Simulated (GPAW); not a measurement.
The C K edge of atom 5 in Nb4C3 (Pm-3m), with 6 Nb at 2.24 Å (octahedral, site symmetry 4/mmm), was computed in 2 ways: excited-electron core hole (neutral cell) and no core hole. Program and functional: GPAW, LDA, Gaussian full width 0.9 eV up to 4 eV, rising linearly to 3.5 eV at 25 eV; cells of 7 and 28 atoms (the run without a hole in the smaller).

Each run is counted from its own lowest empty level or Fermi level and scaled to a mean of 1 over its first 20 eV.

| E (eV) | run 1 | run 2 |
| --- | --- | --- |
| -2.00 | 0.00 | 0.00 |
| -1.25 | 0.00 | 0.00 |
| -0.50 | 0.10 | 0.10 |
| 0.25 | 0.71 | 0.63 |
| 1.00 | 1.10 | 0.75 |
| 1.75 | 1.42 | 0.85 |
| 2.50 | 1.42 | 0.97 |
| 3.25 | 1.93 | 1.49 |
| 4.00 | 1.60 | 1.64 |
| 4.75 | 0.97 | 1.01 |
| 5.50 | 0.80 | 0.77 |
| 6.25 | 1.12 | 0.90 |
| 7.00 | 1.36 | 1.09 |
| 7.75 | 1.48 | 1.29 |
| 8.50 | 1.50 | 1.43 |
| 9.25 | 1.19 | 1.48 |
| 10.00 | 0.80 | 1.11 |
| 10.75 | 0.75 | 0.76 |
| 11.50 | 1.08 | 0.83 |
| 12.25 | 1.28 | 1.17 |
| 13.00 | 1.21 | 1.36 |
| 13.75 | 1.10 | 1.45 |
| 14.50 | 0.94 | 1.42 |
| 15.25 | 0.73 | 1.17 |
| 16.00 | 0.56 | 0.86 |
| 16.75 | 0.46 | 0.66 |
| 17.50 | 0.39 | 0.54 |
| 18.25 | 0.31 | 0.44 |
| 19.00 | 0.26 | 0.35 |
| 19.75 | 0.25 | 0.29 |
| 20.50 | 0.27 | 0.27 |
| 21.25 | 0.32 | 0.28 |
| 22.00 | 0.39 | 0.32 |
| 22.75 | 0.48 | 0.38 |
| 23.50 | 0.57 | 0.44 |
| 24.25 | 0.65 | 0.51 |
| 25.00 | 0.72 | 0.57 |
| 25.75 | 0.77 | 0.61 |
| 26.50 | 0.81 | 0.65 |
| 27.25 | 0.89 | 0.70 |
| 28.00 | 0.98 | 0.78 |
| 28.75 | 1.05 | 0.90 |
| 29.50 | 1.07 | 1.00 |
| 30.25 | 1.02 | 1.06 |
| 31.00 | 0.89 | 1.04 |
| 31.75 | 0.75 | 0.94 |

Which run is which?

Run 1: excited-electron core hole (neutral cell) (area from −2 to 6 eV 7.7, main maxima 1.8 eV (1.43), 3.4 eV (1.97), 8.2 eV (1.52) and 12.3 eV (1.28)). Run 2: no core hole (area from −2 to 6 eV 6.3, main maxima 3.7 eV (1.80), 9.0 eV (1.52) and 14.0 eV (1.46)). With each curve scaled to its own mean, the area from −2 to 6 eV with the hole is 7.7 against 6.3, and the centre of weight from −1 to 20 eV moves by -1.1 eV: the hole pulls the absorber's empty states down.

[Hosts, paths, dates, database ids (printed as entryN), source tags and the programs' standing remarks are cut or masked in the printed files.]

[Lists of maxima count a maximum above −3 eV only where it reaches 4 % of the highest in the window and stands out from its surroundings by 2 % of it (1.5 % where it reaches 55 %); shoulders and weaker maxima are passed over, and of the rest the first, up to two pre-edge ones and the few strongest are named.]
